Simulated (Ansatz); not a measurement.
## La on Pt(100): change of the work function: cost of one run

Ansatz 0.2.0; plane-wave DFT, PBE, Ansatz PAW. The cell holds 37 atoms.

input.yaml reads:

```yaml
crystal:
  lattice:
    - [8.3155757469, 0.0, 0.0]
    - [0.0, 8.3155757469, 0.0]
    - [0.0, 0.0, 26.877844561]
  atoms:
    - { symbol: Pt, position: [0.1666666667, 0.1666666667, 0.3348482792] }
    - { symbol: Pt, position: [0.0, 0.0, 0.4077707933] }
    - { symbol: Pt, position: [0.1666666667, 0.1666666667, 0.4823697164] }
[... 28 atom lines left out ...]
    - { symbol: Pt, position: [0.6666666667, 0.3333333333, 0.5557921078] }
    - { symbol: Pt, position: [0.8333333333, 0.8333333333, 0.3348482792] }
    - { symbol: Pt, position: [0.6666666667, 0.6666666667, 0.4077707933] }
    - { symbol: Pt, position: [0.8333333333, 0.8333333333, 0.4823697164] }
    - { symbol: Pt, position: [0.6666666667, 0.6666666667, 0.5557921078] }
    - { symbol: La, position: [0.1666666667, 0.1666666667, 0.6651517208] }
kpoints:
  mp_grid: { grid: [4, 4, 1] }
hamiltonian:
  xc: pbe
scf:
  occupations: { method: fermi_dirac, width: 0.1 }
  convergence: { dr2_threshold: 1.0e-08 }
efield:
  axis: 3
  dipole_correction: true
  ramp_position: 0.97
  ramp_width: 0.06
relax:
  f_tol: 0.02
  max_steps: 60
  constraints:
    - { sites: [0, 1, 4, 5, 8, 9, 12, 13, 16, 17, 20, 21, 24, 25, 28, 29, 32, 33] }
output:
  write_potential: true
  write_density: true
  volumetric_format: npy
```

On the command line:

```bash
$ ansatz run input.yaml --threads 4 --pin off --max-ram 16384MiB --backend cpu --events-out ev --progress --plain --runs-dir out
```

The cutoff in use is 420 eV. For reference, a run of the same kind (4 atoms, 28 k-points, 44 bands and 3,659 plane waves; 38 SCF cycles) took 26 s and 0.53 GiB on the same hardware.

Q: Estimate wall time and peak memory on 4 threads of Arm Neoverse V1, shared host.

A cutoff of 420 eV is a sphere of radius 10.5 Å⁻¹, so a cell of 1859 Å³ holds about V·G³/6π² = 36,322 plane waves. At two electrons a band, the 659 electrons need 330 bands, and 66 more are carried. Symmetry cuts the 4×4×1 mesh from 16 to 6 points. The run has 6 k-points, 396 bands and 36,241 plane waves. Taking the work of a cycle as k-points × spins × bands × plane waves, that is 19 times the reference, or 8.4 min at the reference's 38 cycles. The run needed 94 SCF cycles over 8 ionic steps, which makes it about 21 min. One copy of the wavefunctions takes 1.3 GiB at 16 bytes a coefficient, against 0.067 GiB in the reference; grids, projectors and work arrays come on top. Measured: about 29 min, with a peak of 12 GiB. The run took longer than the estimate, which leaves out the steps that grow as the square of the band count.

[Logs are printed without paths, hosts, clocks, repeated set-up lines and the standing remarks that a program may print on its own settings, such as how far it seeks lower states.]

[Hosts, paths, dates, database ids (printed as entryN), source tags and the programs' standing remarks are cut or masked in the printed files.]

[Maps of the electrostatic potential energy from Ansatz leave out the sawtooth potential of an applied field or a dipole correction, so their vacuum need not be flat; planar profiles and work functions include it.]
